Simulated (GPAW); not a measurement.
# SiO2: optical spectrum from first principles, part 2 of 2

Wanted: where SiO2 starts to absorb, how strongly, and its refractive index.

GPAW 26.7.0; DFT, PBE, plane-wave PAW (GPAW data sets), scalar-relativistic, RPA, optical limit.

So far. Step 2 (Ground state): There is a gap, 6.01 eV on this mesh (points off the mesh can give less), so no carriers' term is needed.

## Step 4: Dielectric function, RPA (continued)

Sum at mesh points, not converged in k; values under the direct gap are tails of Lorentzian lines. The Im ε by photon energy; read off at these points:

| photon energy (eV) | E ∥ x | E ∥ z |
| --- | --- | --- |
| 0.00 | 0 | 0 |
| 0.50 | 9.7e-4 | 0.00102 |
| 1.00 | 0.00197 | 0.00206 |
| 1.50 | 0.00302 | 0.00316 |
| 2.00 | 0.00416 | 0.00434 |
| 2.50 | 0.00541 | 0.00566 |
| 3.00 | 0.00683 | 0.00715 |
| 3.50 | 0.00849 | 0.00890 |
| 4.00 | 0.0105 | 0.0110 |
| 4.50 | 0.0130 | 0.0136 |
| 5.00 | 0.0162 | 0.0170 |
| 5.50 | 0.0206 | 0.0217 |
| 6.00 | 0.0273 | 0.0287 |
| 6.50 | 0.0409 | 0.0408 |
| 7.00 | 0.0719 | 0.0698 |
| 7.50 | 0.249 | 0.241 |
| 8.00 | 0.605 | 0.764 |
| 8.50 | 0.689 | 0.713 |
| 9.00 | 1.29 | 1.63 |
| 9.50 | 1.95 | 2.57 |
| 9.68 | 2.23 | 3.10 |
| 10.00 | 2.72 | 2.81 |
| 10.50 | 2.95 | 2.32 |
| 11.00 | 2.37 | 2.27 |
| 11.50 | 1.95 | 1.77 |
| 12.00 | 1.81 | 2.06 |
| 12.50 | 1.90 | 1.77 |
| 13.00 | 1.89 | 2.07 |
| 13.50 | 1.87 | 1.80 |

The reflectivity at normal incidence has structure finer than the step of the table below, so its rows give means over 0.25 eV, whole bins alone (the curve runs from 0 to 14.0 eV). Peaks (eV: height): E ∥ x 10.377: 15.7, 13.686: 10.3; E ∥ z 9.617: 16.6, 11.866: 11.1, 13.084: 10.8.

Sum at mesh points, not converged in k. Reflectivity at normal incidence against photon energy; means over each step:

| photon energy (eV) | E ∥ x (%) | E ∥ z (%) |
| --- | --- | --- |
| 0.25 | 4.26 | 4.39 |
| 0.50 | 4.27 | 4.40 |
| 0.75 | 4.28 | 4.41 |
| 1.00 | 4.30 | 4.42 |
| 1.25 | 4.32 | 4.45 |
| 1.50 | 4.34 | 4.47 |
| 1.75 | 4.37 | 4.50 |
| 2.00 | 4.41 | 4.54 |
| 2.25 | 4.45 | 4.58 |
| 2.50 | 4.49 | 4.63 |
| 2.75 | 4.54 | 4.68 |
| 3.00 | 4.60 | 4.74 |
| 3.25 | 4.66 | 4.81 |
| 3.50 | 4.74 | 4.88 |
| 3.75 | 4.82 | 4.97 |
| 4.00 | 4.90 | 5.06 |
| 4.25 | 5.00 | 5.16 |
| 4.50 | 5.11 | 5.28 |
| 4.75 | 5.23 | 5.41 |
| 5.00 | 5.37 | 5.55 |
| 5.25 | 5.52 | 5.71 |
| 5.50 | 5.69 | 5.89 |
| 5.75 | 5.89 | 6.09 |
| 6.00 | 6.11 | 6.33 |
| 6.25 | 6.37 | 6.60 |
| 6.50 | 6.68 | 6.92 |
| 6.75 | 7.03 | 7.31 |
| 7.00 | 7.48 | 7.79 |
| 7.25 | 8.08 | 8.44 |
| 7.50 | 8.64 | 9.03 |
| 7.75 | 9.38 | 10.1 |
| 8.00 | 9.90 | 10.4 |
| 8.25 | 10.0 | 10.1 |
| 8.50 | 9.90 | 11.0 |
| 8.75 | 11.2 | 12.4 |
| 9.00 | 12.3 | 13.6 |
| 9.25 | 12.9 | 14.4 |
| 9.50 | 13.4 | 15.6 |
| 9.75 | 14.0 | 16.0 |
| 10.00 | 15.0 | 14.7 |
| 10.25 | 15.3 | 13.3 |
| 10.50 | 15.3 | 12.1 |
| 10.75 | 13.9 | 11.5 |
| 11.00 | 12.5 | 11.8 |
| 11.25 | 11.1 | 10.3 |
| 11.50 | 10.2 | 9.21 |
| 11.75 | 9.29 | 10.2 |
| 12.00 | 9.25 | 10.7 |
| 12.25 | 9.65 | 9.59 |
| 12.50 | 9.77 | 9.03 |
| 12.75 | 10.0 | 9.58 |
| 13.00 | 9.79 | 10.6 |
| 13.25 | 9.51 | 9.86 |
| 13.50 | 9.70 | 9.36 |
| 13.75 | 10.2 | 10.1 |

Sum at mesh points, not converged in k; values under the direct gap are tails of Lorentzian lines. Im ε, E ∥ x against photon energy; read off at these points:

| photon energy (eV) | without local fields | with local fields |
| --- | --- | --- |
| 0.00 | 0 | 0 |
| 0.50 | 0.00111 | 9.7e-4 |
| 1.00 | 0.00225 | 0.00197 |
| 1.50 | 0.00345 | 0.00302 |
| 2.00 | 0.00475 | 0.00416 |
| 2.50 | 0.00617 | 0.00541 |
| 3.00 | 0.00779 | 0.00683 |
| 3.50 | 0.00968 | 0.00849 |
| 4.00 | 0.0119 | 0.0105 |
| 4.50 | 0.0147 | 0.0130 |
| 5.00 | 0.0184 | 0.0162 |
| 5.50 | 0.0233 | 0.0206 |
| 6.00 | 0.0306 | 0.0273 |
| 6.50 | 0.0443 | 0.0409 |
| 7.00 | 0.0765 | 0.0719 |
| 7.50 | 0.256 | 0.249 |
| 8.00 | 0.637 | 0.605 |
| 8.50 | 0.733 | 0.689 |
| 9.00 | 1.40 | 1.29 |
| 9.50 | 2.25 | 1.95 |
| 10.00 | 3.16 | 2.72 |
| 10.38 | 3.49 | 3.02 |
| 10.50 | 3.35 | 2.95 |
| 11.00 | 2.77 | 2.37 |
| 11.50 | 2.33 | 1.95 |
| 12.00 | 2.51 | 1.81 |
| 12.18 | 2.60 | 1.89 |
| 12.50 | 2.46 | 1.90 |
| 13.00 | 2.19 | 1.89 |
| 13.50 | 2.25 | 1.87 |

Sum at mesh points, not converged in k; values under the direct gap are tails of Lorentzian lines. The loss function −Im 1/ε at q → 0 by energy loss; read off at these points:

| energy loss (eV) | E ∥ x | E ∥ z |
| --- | --- | --- |
| 0.00 | 0 | 0 |
| 0.50 | 1.8e-4 | 1.9e-4 |
| 1.00 | 3.7e-4 | 3.7e-4 |
| 1.50 | 5.6e-4 | 5.7e-4 |
| 2.00 | 7.6e-4 | 7.7e-4 |
| 2.50 | 9.7e-4 | 9.8e-4 |
| 3.00 | 0.00120 | 0.00122 |
| 3.50 | 0.00145 | 0.00147 |
| 4.00 | 0.00173 | 0.00176 |
| 4.50 | 0.00206 | 0.00210 |
| 5.00 | 0.00245 | 0.00250 |
| 5.50 | 0.00294 | 0.00300 |
| 6.00 | 0.00363 | 0.00367 |
| 6.50 | 0.00494 | 0.00473 |
| 7.00 | 0.00764 | 0.00706 |
| 7.50 | 0.0222 | 0.0204 |
| 8.00 | 0.0464 | 0.0547 |
| 8.50 | 0.0534 | 0.0464 |
| 9.00 | 0.0740 | 0.0807 |
| 9.50 | 0.108 | 0.120 |
| 10.00 | 0.147 | 0.204 |
| 10.50 | 0.215 | 0.245 |
| 11.00 | 0.281 | 0.261 |
| 11.50 | 0.297 | 0.264 |
| 11.71 | 0.300 | 0.241 |
| 12.00 | 0.269 | 0.284 |
| 12.50 | 0.275 | 0.275 |
| 13.00 | 0.301 | 0.280 |
| 13.50 | 0.290 | 0.296 |

At chosen wavelengths:

| wavelength (nm) | n x | k x | R (%) x | 1/α x | n z | k z | R (%) z | 1/α z |
| --- | --- | --- | --- | --- | --- | --- | --- | --- |
| 1550 | 1.52 | 0.001 | 4.3 | 239 µm | 1.53 | 0.001 | 4.4 | 231 µm |
| 800 | 1.53 | 0.001 | 4.3 | 62 µm | 1.54 | 0.001 | 4.5 | 60 µm |
| 633 | 1.53 | 0.001 | 4.4 | 38 µm | 1.54 | 0.001 | 4.5 | 37 µm |
| 532 | 1.54 | 0.002 | 4.5 | 26 µm | 1.55 | 0.002 | 4.6 | 25 µm |
| 405 | 1.55 | 0.002 | 4.6 | 14 µm | 1.56 | 0.002 | 4.8 | 14 µm |
| 308 | 1.57 | 0.003 | 4.9 | 7.3 µm | 1.58 | 0.004 | 5.1 | 7.0 µm |
| 193 | 1.69 | 0.011 | 6.6 | 1.4 µm | 1.71 | 0.011 | 6.8 | 1.4 µm |

Below the direct gap, k and the depth come from the tails of the Lorentzian lines, not from transitions.

## Step 5: Summary of results

| Quantity | Value |
| --- | --- |
| electronic dielectric constant ε∞, mean over x, y and z (by symmetry where fewer were run) (RPA) | 2.32 |

At this level (PBE, RPA) SiO2 has a mean ε∞ = 2.32 and n = 1.52 at 1550 nm (E ∥ x). On the mesh the gap is 6.01 eV and the least direct gap 6.33 eV, so on this mesh the band edges lie at different points. Local fields change the static value along x from 2.45 to 2.31 (-6 %). The static values by axis are 2.31 (x), 2.34 (z). Excitons and phonon-assisted transitions are missing; PBE gaps are as a rule too small, which pulls the onset down and ε∞ up. In this version of GPAW the matrix elements of the optical limit are incomplete, which can lower ε − 1 by up to a tenth where first-row anions or d states rule, and shift it by more in d metals. The sum runs over mesh points 0.25 Å⁻¹ apart with no interpolation, so peaks are partly noise of the mesh and static values carry its error.

[Hosts, paths, dates, database ids (printed as entryN), source tags and the programs' standing remarks are cut or masked in the printed files.]
